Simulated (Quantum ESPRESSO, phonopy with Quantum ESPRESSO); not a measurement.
# Grüneisen parameters and expansion of NaF (Fm-3m)

Which modes of NaF drive its thermal expansion?

Measurements to reproduce:
- volume expansion coefficient 95.1 1e-6/K and heat capacity C_P per formula unit 46.9 J/mol/K near room temperature (given in “High-Throughput Prediction of Finite-Temperature Properties using the Quasi-Harmonic Approximation”, 2016, arXiv:1603.06924)
- volume expansion coefficient 102.6 1e-6/K near room temperature (given in “Descriptors for thermal expansion in solids”, 2017, arXiv:1701.03966)

Main program and level: Quantum ESPRESSO 7.5; DFT PBEsol, scalar-relativistic, plane waves, GBRV ultrasoft pseudopotentials.

Report form: the programs' logs are mostly left out.

### 1. Starting point

The structure is cubic, space group Fm-3m (No. 225). The conventional cell has a = 4.640 Å, b = 4.640 Å, c = 4.640 Å, α = 90.00°, β = 90.00°, γ = 90.00°. Nearest to Na lie 6 F at 2.32 Å. F has 6 Na at 2.32 Å nearest. Farther neighbours and most contacts between anions are not listed.

### 2. Probe on a coarse mesh

A cheap single point shows whether the cell is a metal or an insulator and how far it is from rest; that sets the k-mesh and the occupations of what follows.

probe.in

```
&CONTROL
  calculation = 'scf'
  prefix      = 'x'
  outdir      = './tmp'
  pseudo_dir  = './pseudo'
  tprnfor     = .true.
  tstress     = .true.
  verbosity   = 'high'
/
&SYSTEM
  ibrav       = 0
  nat         = 2
  ntyp        = 2
  ecutwfc     = 45.0
  ecutrho     = 270.0
  occupations = 'smearing'
  smearing    = 'gaussian'
  degauss     = 0.01
/
&ELECTRONS
  conv_thr         = 1.0d-07
  mixing_beta      = 0.7
  electron_maxstep = 100
/
ATOMIC_SPECIES
 Na     22.9898  Na.upf
 F      18.9984  F.upf
CELL_PARAMETERS angstrom
     0.000000000    2.320000000    2.320000000
     2.320000000    0.000000000    2.320000000
     2.320000000    2.320000000    0.000000000
ATOMIC_POSITIONS crystal
 Na     0.000000000   0.000000000   0.000000000
 F      0.500000000   0.500000000   0.500000000
K_POINTS automatic
 6 6 6 0 0 0
```

Command:

```sh
$ OMP_NUM_THREADS=1 mpirun -n 8 pw.x -nk 8 -in probe.in > probe.out
```

It took 1.3 s on 8 MPI ranks of Arm Neoverse V2, shared host; 9.3 s of CPU time.

A gap read on the k-mesh alone can miss the band edges.

This step gave:

```yaml
volume_per_atom: 12.49 Å³
pressure: 0.1750 GPa
gap_on_the_k_mesh: 6.135 eV
```

The start is under 0.17 GPa at this level and looks like an insulator or semiconductor on this mesh.

### 3. Relaxation

Phonons are second derivatives about a minimum, so cell and atoms are relaxed first, inside the symmetry of the start.

relax.in

```
&CONTROL
  calculation   = 'vc-relax'
  prefix        = 'x'
  outdir        = './tmp'
  pseudo_dir    = './pseudo'
  tprnfor       = .true.
  tstress       = .true.
  forc_conv_thr = 2.0d-05
  etot_conv_thr = 1.0d-07
  nstep         = 40
/
&SYSTEM
  ibrav       = 0
  nat         = 2
  ntyp        = 2
  ecutwfc     = 45.0
  ecutrho     = 270.0
  occupations = 'fixed'
  nbnd        = 10
/
&ELECTRONS
  conv_thr         = 1.0d-11
  mixing_beta      = 0.7
  electron_maxstep = 100
/
&IONS
/
&CELL
  press_conv_thr = 0.1
/
ATOMIC_SPECIES
 Na     22.9898  Na.upf
 F      18.9984  F.upf
CELL_PARAMETERS angstrom
     0.000000000    2.320000000    2.320000000
     2.320000000    0.000000000    2.320000000
     2.320000000    2.320000000    0.000000000
ATOMIC_POSITIONS crystal
 Na     0.000000000   0.000000000   0.000000000
 F      0.500000000   0.500000000   0.500000000
K_POINTS automatic
 8 8 8 0 0 0
```

Command:

```sh
$ OMP_NUM_THREADS=1 mpirun -n 8 pw.x -nk 8 -in relax.in > relax.out
```

Wall time 4.9 s (8 MPI ranks).

The steps of the relaxation:

| step | energy less that of the first step (eV) | largest force (eV/Å) | volume (Å³) |
| --- | --- | --- | --- |
| 1 | 0.0000 | 0.0000 | 24.97 |
| 2 | 0.0000 | 0.0000 | 25.00 |
| 3 | 0.0000 | 0.0000 | 25.02 |
| 4 | 0.0000 | 0.0000 | 25.05 |
| 5 | 0.0000 | 0.0000 | 25.06 |
| 6 | -0.0001 | 0.0000 | 25.06 |

| conventional cell, symmetrised | before | after | change |
| --- | --- | --- | --- |
| a (Å) | 4.640 | 4.645 | +0.1 % |
| b (Å) | 4.640 | 4.645 | +0.1 % |
| c (Å) | 4.640 | 4.645 | +0.1 % |
| volume (Å³/atom) | 12.49 | 12.53 | +0.3 % |

Final coordinates:

```
CELL_PARAMETERS angstrom
0.00000 2.32260 2.32260
2.32260 0.00000 2.32260
2.32260 2.32260 0.00000
ATOMIC_POSITIONS crystal
Na 0.00000 0.00000 0.00000
F 0.50000 0.50000 0.50000
```

Numbers from this step:

```yaml
volume_per_atom: 12.53 Å³
pressure: 0.001 GPa
gap_on_the_k_mesh: 6.118 eV
```

After the last step pw.x solved the final cell once more on a basis chosen for it, which moves the energy without moving the atoms.

### 4. Self-consistent run

A tight ground state at this cell gives the energy of this member; its pressure is the stress at this cutoff, which can carry an offset from the finite basis.

scf.in

```
&CONTROL
  calculation = 'scf'
  prefix      = 'x'
  outdir      = './tmp'
  pseudo_dir  = './pseudo'
  tprnfor     = .true.
  tstress     = .true.
/
&SYSTEM
  ibrav       = 0
  nat         = 2
  ntyp        = 2
  ecutwfc     = 45.0
  ecutrho     = 270.0
  occupations = 'fixed'
  nbnd        = 10
/
&ELECTRONS
  conv_thr         = 1.0d-12
  mixing_beta      = 0.7
  electron_maxstep = 100
/
ATOMIC_SPECIES
 Na     22.9898  Na.upf
 F      18.9984  F.upf
CELL_PARAMETERS angstrom
     0.000000000    2.322604723    2.322604723
     2.322604723    0.000000000    2.322604723
     2.322604723    2.322604723    0.000000000
ATOMIC_POSITIONS crystal
 Na     0.000000000   0.000000000   0.000000000
 F      0.500000000   0.500000000   0.500000000
K_POINTS automatic
 8 8 8 0 0 0
```

Command:

```sh
$ OMP_NUM_THREADS=1 mpirun -n 8 pw.x -nk 8 -in scf.in > scf.out
```

The job ended after 1.7 s (8 MPI ranks).

On a basis chosen for the relaxed cell the pressure is 0.001 GPa, small enough for phonons.

### 5. Born charges and dielectric tensor

In a polar crystal the Born charges and ε∞ give the long-range dipole term that a finite supercell misses. They are those of this k-mesh and were not tested on a denser one; where the gap is small they converge slowly, and the LO modes with them.

ph.in

```
phonons
&INPUTPH
  prefix = 'x'
  outdir = './tmp'
  fildyn = 'x.dyn'
  tr2_ph = 1.0d-18
  epsil  = .true.
/
0.000000000 0.000000000 0.000000000
```

scf.in is that of step 4.

Command:

```sh
$ OMP_NUM_THREADS=1 mpirun -n 8 ph.x -nk 8 -in ph.in > ph.out
```

The job ended after 16 s (8 MPI ranks).

This step gave:

```
Γ frequencies : -15.01, -15.01, -15.01, 242.1, 242.1, 242.1 cm⁻¹ (negative: imaginary)
Γ symmetry    : T_1u G_15 G_4- I, T_1u G_15 G_4- I, T_1u G_15 G_4- I, T_1u G_15 G_4- I, T_1u G_15 G_4- I, T_1u G_15 G_4- I
```

ε∞:

```
1.89 0.00 0.00
0.00 1.89 0.00
0.00 0.00 1.89
```

Born charge (rows field, columns displacement), before the sum rule (e), principal values of the symmetric part by kind of site:

| atom | atoms with these values | low | middle | high | mean |
| --- | --- | --- | --- | --- | --- |
| Na1 | 1 | 1.01 | 1.01 | 1.01 | 1.01 |
| F2 | 1 | -1.01 | -1.01 | -1.01 | -1.01 |

In full for F2:

```
-1.01  0.00  0.00
 0.00 -1.01  0.00
 0.00  0.00 -1.01
```

The Born charges sum to zero within 0.0032 e; the rest is removed before use. Acoustic frequencies in this log differ from zero by the error of the sum rule, which ph.x does not impose. This version of ph.x has a suspected fault in its gradient-corrected response, so the tensors carry some doubt.

### 6. A displaced supercell

One atom (for the harmonic constants) or a pair of atoms (for the cubic ones) is moved by a few hundredths of an ångström; the forces on all atoms give a column of force constants. The threshold is tight because the forces are small.

System of this step: NaF. It takes space group Imm2 (No. 44, orthorhombic). Conventional cell: a = 6.569 Å, b = 9.290 Å, c = 6.569 Å, α = 90.00°, β = 90.00°, γ = 90.00°. Na has 6 F at 2.32 Å nearest. Nearest to Na lie 6 F at 2.32 Å. Nearest to Na lie 6 F at 2.32 to 2.34 Å. Na has 6 F at 2.31 to 2.32 Å nearest. Nearest to F lie 6 Na at 2.31 to 2.34 Å. F has 6 Na at 2.32 Å nearest. Farther neighbours and most contacts between anions are not listed.

disp-00002.in

```
&CONTROL
  calculation = 'scf'
  prefix      = 'x'
  outdir      = './tmp'
  pseudo_dir  = './pseudo'
  tprnfor     = .true.
  disk_io     = 'none'
/
&SYSTEM
  ibrav       = 0
  nat         = 16
  ntyp        = 2
  ecutwfc     = 45.0
  ecutrho     = 270.0
  occupations = 'fixed'
  nbnd        = 66
/
&ELECTRONS
  conv_thr         = 1.0d-11
  mixing_beta      = 0.7
  electron_maxstep = 100
/
ATOMIC_SPECIES
 Na     22.9898  Na.upf
 F      18.9984  F.upf
CELL_PARAMETERS angstrom
     0.000000000    4.645209446    4.645209446
     4.645209446    0.000000000    4.645209446
     4.645209446    4.645209446    0.000000000
ATOMIC_POSITIONS crystal
 Na     0.000000000   0.000000000   0.000000000
 Na     0.500000000   0.000000000   0.000000000
 Na     0.000000000   0.500000000   0.000000000
 Na     0.500000000   0.500000000   0.000000000
 Na     0.000000000   0.000000000   0.500000000
 Na     0.500000000   0.000000000   0.500000000
 Na     0.000000000   0.500000000   0.500000000
 Na     0.500000000   0.500000000   0.500000000
 F      0.253044456   0.250000000   0.250000000
 F      0.750000000   0.250000000   0.250000000
 F      0.250000000   0.750000000   0.250000000
 F      0.750000000   0.750000000   0.250000000
 F      0.250000000   0.250000000   0.750000000
 F      0.750000000   0.250000000   0.750000000
 F      0.250000000   0.750000000   0.750000000
 F      0.750000000   0.750000000   0.750000000
K_POINTS automatic
 3 3 3 0 0 0
```

Command:

```sh
$ OMP_NUM_THREADS=1 mpirun -n 4 pw.x -nk 4 -in disp-00002.in > disp-00002.out
```

Run time: 29 s. Hardware: 4 MPI ranks; 1.9 min of CPU time.

Force by atom:

| atom | x (eV/Å) | y (eV/Å) | z (eV/Å) | size |
| --- | --- | --- | --- | --- |
| Na1 | 0.0001 | -0.0017 | -0.0017 | 0.0024 |
| Na2 | 0.0000 | 0.0035 | 0.0035 | 0.0050 |
| Na3 | 0.0000 | 0.0098 | 0.0035 | 0.0104 |
| Na4 | 0.0000 | 0.0035 | 0.0114 | 0.0119 |
| Na5 | 0.0000 | 0.0035 | 0.0098 | 0.0104 |
| Na6 | 0.0000 | 0.0114 | 0.0035 | 0.0119 |
| Na7 | 0.0000 | 0.0035 | 0.0035 | 0.0050 |
| Na8 | -0.0001 | -0.0017 | -0.0017 | 0.0024 |
| F9 | 0.0000 | -0.0530 | -0.0530 | 0.0749 |
| F10 | 0.0000 | 0.0143 | 0.0143 | 0.0202 |
| F11 | 0.0086 | -0.0020 | 0.0057 | 0.0105 |
| F12 | -0.0086 | 0.0057 | -0.0020 | 0.0105 |
| F13 | 0.0086 | 0.0057 | -0.0020 | 0.0105 |
| F14 | -0.0086 | -0.0020 | 0.0057 | 0.0105 |
| F15 | 0.0000 | -0.0029 | -0.0029 | 0.0041 |
| F16 | 0.0000 | 0.0024 | 0.0024 | 0.0034 |

At this level the gap is 6.12 eV on the k-mesh of the self-consistent run, which can miss the band edges.

### 7. A displaced supercell

disp-00001.in, as its differences from disp-00002.in of step 6:

```diff
@@ -30,3 +30,3 @@
 ATOMIC_POSITIONS crystal
- Na     0.000000000   0.000000000   0.000000000
+ Na     0.003044456   0.000000000   0.000000000
  Na     0.500000000   0.000000000   0.000000000
@@ -38,3 +38,3 @@
  Na     0.500000000   0.500000000   0.500000000
- F      0.253044456   0.250000000   0.250000000
+ F      0.250000000   0.250000000   0.250000000
  F      0.750000000   0.250000000   0.250000000
```

Command:

```sh
$ OMP_NUM_THREADS=1 mpirun -n 4 pw.x -nk 4 -in disp-00001.in > disp-00001.out
```

Elapsed: 33 s, on 4 MPI ranks.

### 8. Lattice dynamics at this volume, V/V0 1

This step: DFT PBEsol, scalar-relativistic, plane waves, GBRV ultrasoft pseudopotentials (phonopy with Quantum ESPRESSO 4.10.0 / 7.5).

Elapsed: 33 s, on 8 threads; 4.2 min of CPU time.

This step gave:

- point group: m-3m
- highest frequency: 401.7 cm⁻¹
- Debye temperature from the second moment: 423 K
- lowest frequency on the path: 0 cm⁻¹
- zero-point energy: 0.0814 eV/cell
- Γ frequencies: 0, 0, 0, 242.6, 242.6, 242.6 cm⁻¹ (negative: imaginary)

Phonopy, LO-TO term from ph.x's tensors. The phonon branches at the labelled points (cm⁻¹):

| point | branch 1 | branch 2 | branch 3 | branch 4 | branch 5 | branch 6 |
| --- | --- | --- | --- | --- | --- | --- |
| Γ | 0 | 0 | 0 | 243 | 243 | 402 |
| halfway | 102 | 102 | 195 | 251 | 251 | 340 |
| X | 140 | 140 | 252 | 257 | 257 | 281 |
| halfway | 143 | 162 | 247 | 252 | 258 | 278 |
| U | 152 | 210 | 227 | 238 | 260 | 272 |
| jump to K | 152 | 210 | 227 | 238 | 260 | 272 |
| halfway | 121 | 139 | 191 | 210 | 254 | 353 |
| Γ | 0 | 0 | 0 | 243 | 243 | 402 |
| halfway | 108 | 108 | 167 | 229 | 229 | 377 |
| L | 175 | 175 | 196 | 196 | 296 | 302 |
| halfway | 172 | 182 | 223 | 230 | 271 | 280 |
| W | 204 | 204 | 204 | 223 | 268 | 268 |
| halfway | 160 | 166 | 240 | 247 | 260 | 276 |
| X | 140 | 140 | 252 | 257 | 257 | 281 |

Harmonic. Thermo, by row:

| T (K) | F_vib (meV/atom) | S (J/mol-atom/K) | C_V (J/mol-atom/K) |
| --- | --- | --- | --- |
| 0 | 40.7 | 0 | 0 |
| 50 | 40.58 | 1.006 | 3.124 |
| 100 | 38.9 | 5.959 | 11.95 |
| 150 | 34.25 | 11.95 | 17.39 |
| 200 | 26.61 | 17.38 | 20.2 |
| 250 | 16.36 | 22.07 | 21.73 |
| 300 | 3.85 | 26.12 | 22.64 |
| 350 | -10.62 | 29.66 | 23.22 |
| 400 | -26.82 | 32.78 | 23.61 |
| 450 | -44.54 | 35.58 | 23.88 |
| 500 | -63.65 | 38.11 | 24.07 |
| 550 | -84 | 40.41 | 24.22 |
| 600 | -105.5 | 42.52 | 24.33 |
| 650 | -128 | 44.47 | 24.42 |
| 700 | -151.6 | 46.28 | 24.49 |
| 750 | -176 | 47.98 | 24.55 |
| 800 | -201.3 | 49.56 | 24.6 |
| 850 | -227.3 | 51.05 | 24.64 |
| 900 | -254.2 | 52.46 | 24.67 |
| 950 | -281.7 | 53.8 | 24.7 |
| 1000 | -309.9 | 55.07 | 24.72 |

Phonopy on the run's constants, 21x21x21 mesh, Gaussian sigma 3.1 cm⁻¹. The modes by wavenumber; read off at these points; values in 1/cm⁻¹/cell:

| wavenumber (cm⁻¹) | F | Na |
| --- | --- | --- |
| -10.0 | 0 | 0 |
| 0.0 | 2.0e-5 | 2.0e-5 |
| 10.0 | 0 | 0 |
| 20.0 | 1.5e-4 | 1.8e-4 |
| 30.0 | 1.3e-4 | 1.5e-4 |
| 40.0 | 4.5e-4 | 5.4e-4 |
| 50.0 | 4.3e-4 | 5.2e-4 |
| 60.0 | 8.4e-4 | 0.00103 |
| 70.0 | 0.00102 | 0.00126 |
| 80.0 | 0.00153 | 0.00191 |
| 90.0 | 0.00212 | 0.00270 |
| 100.0 | 0.00227 | 0.00292 |
| 110.0 | 0.00406 | 0.00535 |
| 120.0 | 0.00407 | 0.00556 |
| 130.0 | 0.00530 | 0.00757 |
| 140.0 | 0.00904 | 0.0136 |
| 150.0 | 0.00949 | 0.0156 |
| 153.3 | 0.00991 | 0.0171 |
| 160.0 | 0.00886 | 0.0174 |
| 170.0 | 0.00792 | 0.0244 |
| 180.0 | 0.00646 | 0.0187 |
| 190.0 | 0.00526 | 0.0118 |
| 200.0 | 0.0187 | 0.0109 |
| 210.0 | 0.0209 | 0.0111 |
| 220.0 | 0.0210 | 0.0148 |
| 230.0 | 0.0210 | 0.0164 |
| 240.0 | 0.0248 | 0.0232 |
| 248.6 | 0.0270 | 0.0276 |
| 250.0 | 0.0266 | 0.0272 |
| 260.0 | 0.0256 | 0.0235 |
| 270.0 | 0.0178 | 0.00889 |
| 273.1 | 0.0190 | 0.00683 |
| 280.0 | 0.0144 | 0.00423 |
| 290.0 | 0.00760 | 0.00372 |
| 300.0 | 0.00546 | 0.00283 |
| 310.0 | 0.00516 | 0.00339 |
| 320.0 | 0.00438 | 0.00318 |
| 330.0 | 0.00318 | 0.00240 |
| 340.0 | 0.00340 | 0.00268 |
| 350.0 | 0.00314 | 0.00253 |
| 360.0 | 0.00243 | 0.00199 |
| 370.0 | 0.00202 | 0.00166 |
| 380.0 | 0.00169 | 0.00139 |
| 390.0 | 0.00122 | 0.00101 |
| 400.0 | 4.1e-4 | 3.4e-4 |
| 410.0 | 0 | 0 |

No LO-TO term. The modes at Γ (shares of kinetic energy by element, %):

| mode | frequency (cm⁻¹) | symmetry | Na % | F % |
| --- | --- | --- | --- | --- |
| 1 | 0.0 | T1u | 55 | 45 |
| 2 | 0.0 | T1u | 55 | 45 |
| 3 | 0.0 | T1u | 55 | 45 |
| 4 | 242.6 | T1u | 45 | 55 |
| 5 | 242.6 | T1u | 45 | 55 |
| 6 | 242.6 | T1u | 45 | 55 |

Displacements in mode 4 (242.6 cm⁻¹), the largest set to 1:
```
Na1  0.00 -0.83 -0.36
F2   0.00  1.00  0.43
```

No mode is imaginary beyond numerical noise along the path.

The time given is that of the 2 pw.x runs on displaced cells behind this step.

### 9. Self-consistent run, V/V0 1.015

This step: DFT PBEsol, scalar-relativistic, plane waves, GBRV ultrasoft pseudopotentials (Quantum ESPRESSO 7.5).

System of this step: NaF. It takes space group Fm-3m (No. 225, cubic). Conventional cell: a = 4.668 Å, b = 4.668 Å, c = 4.668 Å, α = 90.00°, β = 90.00°, γ = 90.00°. Nearest to Na lie 6 F at 2.33 Å. Nearest to F lie 6 Na at 2.33 Å. Farther neighbours and most contacts between anions are not listed.

Edit scf.in of step 5 so:

```diff
@@ -26,5 +26,5 @@
 CELL_PARAMETERS angstrom
-     0.000000000    2.322604723    2.322604723
-     2.322604723    0.000000000    2.322604723
-     2.322604723    2.322604723    0.000000000
+     0.000000000    2.334160161    2.334160161
+     2.334160161    0.000000000    2.334160161
+     2.334160161    2.334160161    0.000000000
 ATOMIC_POSITIONS crystal
```

Command:

```sh
$ OMP_NUM_THREADS=1 mpirun -n 8 pw.x -nk 8 -in scf.in > scf.out
```

Run time: 1.7 s. Hardware: 8 MPI ranks; 12 s of CPU time.

At this level the gap is 6.04 eV on the k-mesh of the self-consistent run, which can miss the band edges.

### 10. Born charges and dielectric tensor

ph.in is that of step 5.

scf.in is that of step 9.

Command:

```sh
$ OMP_NUM_THREADS=1 mpirun -n 8 ph.x -nk 8 -in ph.in > ph.out
```

Wall time 16 s (8 MPI ranks).

ε∞:

```
1.89 0.00 0.00
0.00 1.89 0.00
0.00 0.00 1.89
```

The Born charges sum to zero within 0.0032 e; the rest is removed before use. Acoustic frequencies in this log differ from zero by the error of the sum rule, which ph.x does not impose. This version of ph.x has a suspected fault in its gradient-corrected response, so the tensors carry some doubt.

### 11. Forces on a displaced cell

System of this step: NaF. Symmetry: Imm2, No. 44, orthorhombic system. The conventional cell has a = 6.602 Å, b = 9.337 Å, c = 6.602 Å, α = 90.00°, β = 90.00°, γ = 90.00°. Nearest to Na lie 6 F at 2.32 to 2.35 Å. Na has 6 F at 2.33 Å nearest. Nearest to Na lie 6 F at 2.33 Å. Nearest to F lie 6 Na at 2.33 Å. Farther neighbours and most contacts between anions are not listed.

Edit disp-00001.in of step 7 so:

```diff
@@ -26,7 +26,7 @@
 CELL_PARAMETERS angstrom
-     0.000000000    4.645209446    4.645209446
-     4.645209446    0.000000000    4.645209446
-     4.645209446    4.645209446    0.000000000
+     0.000000000    4.668320321    4.668320321
+     4.668320321    0.000000000    4.668320321
+     4.668320321    4.668320321    0.000000000
 ATOMIC_POSITIONS crystal
- Na     0.003044456   0.000000000   0.000000000
+ Na     0.003029384   0.000000000   0.000000000
  Na     0.500000000   0.000000000   0.000000000
```

Command:

```sh
$ OMP_NUM_THREADS=1 mpirun -n 4 pw.x -nk 4 -in disp-00001.in > disp-00001.out
```

Run time: 32 s. Hardware: 4 MPI ranks.

### 12. Phonons, V/V0 1.015

This step: DFT PBEsol, scalar-relativistic, plane waves, GBRV ultrasoft pseudopotentials (phonopy with Quantum ESPRESSO 4.10.0 / 7.5).

It took 32 s on 8 threads.

Phonopy, LO-TO term from ph.x's tensors. The phonon branches at the labelled points (cm⁻¹):

| point | branch 1 | branch 2 | branch 3 | branch 4 | branch 5 | branch 6 |
| --- | --- | --- | --- | --- | --- | --- |
| Γ | 0 | 0 | 0 | 234 | 234 | 395 |
| halfway | 102 | 102 | 188 | 242 | 242 | 336 |
| X | 140 | 140 | 247 | 247 | 248 | 275 |
| halfway | 142 | 161 | 242 | 244 | 249 | 270 |
| U | 150 | 208 | 226 | 229 | 251 | 263 |
| jump to K | 150 | 208 | 226 | 229 | 251 | 263 |
| halfway | 122 | 134 | 186 | 203 | 245 | 348 |
| Γ | 0 | 0 | 0 | 234 | 234 | 395 |
| halfway | 104 | 104 | 165 | 221 | 221 | 371 |
| L | 169 | 169 | 190 | 190 | 291 | 296 |
| halfway | 168 | 178 | 216 | 224 | 265 | 275 |
| W | 199 | 203 | 203 | 218 | 258 | 258 |
| halfway | 160 | 164 | 238 | 238 | 250 | 267 |
| X | 140 | 140 | 247 | 247 | 248 | 275 |

No mode is imaginary beyond numerical noise along the path. The highest zone-centre mode (no LO–TO term) moved by -3.6 % for a volume change of +1.5 %.

The time given is that of the 2 pw.x runs on displaced cells behind this step.

### 13. Self-consistent run, V/V0 0.985

This step: DFT PBEsol, scalar-relativistic, plane waves, GBRV ultrasoft pseudopotentials (Quantum ESPRESSO 7.5).

System of this step: NaF. Symmetry: Fm-3m, No. 225, cubic system. The conventional cell has a = 4.622 Å, b = 4.622 Å, c = 4.622 Å, α = 90.00°, β = 90.00°, γ = 90.00°. Na has 6 F at 2.31 Å nearest. Nearest to F lie 6 Na at 2.31 Å. Farther neighbours and most contacts between anions are not listed.

Edit scf.in of step 10 so:

```diff
@@ -26,5 +26,5 @@
 CELL_PARAMETERS angstrom
-     0.000000000    2.334160161    2.334160161
-     2.334160161    0.000000000    2.334160161
-     2.334160161    2.334160161    0.000000000
+     0.000000000    2.310933145    2.310933145
+     2.310933145    0.000000000    2.310933145
+     2.310933145    2.310933145    0.000000000
 ATOMIC_POSITIONS crystal
```

Command:

```sh
$ OMP_NUM_THREADS=1 mpirun -n 8 pw.x -nk 8 -in scf.in > scf.out
```

It took 1.7 s on 8 MPI ranks; 13 s of CPU time.

The run ends at a pressure of 0.77 GPa.

### 14. Born charges and dielectric tensor

ph.in is that of step 10.

scf.in is that of step 13.

Command:

```sh
$ OMP_NUM_THREADS=1 mpirun -n 8 ph.x -nk 8 -in ph.in > ph.out
```

Wall time 16 s (8 MPI ranks).

The Born charges sum to zero within 0.0032 e; the rest is removed before use. Acoustic frequencies in this log differ from zero by the error of the sum rule, which ph.x does not impose. This version of ph.x has a suspected fault in its gradient-corrected response, so the tensors carry some doubt.

(Continued in part 2 of 2.)

[Logs are printed without paths, hosts, clocks, repeated set-up lines and the standing remarks that a program may print on its own settings, such as how far it seeks lower states.]

[Hosts, paths, dates, database ids (printed as entryN), source tags and the programs' standing remarks are cut or masked in the printed files.]

[A step with changed settings may run another functional than the one named; its input shows which.]

[Of the runs on displaced cells, only some may be shown.]
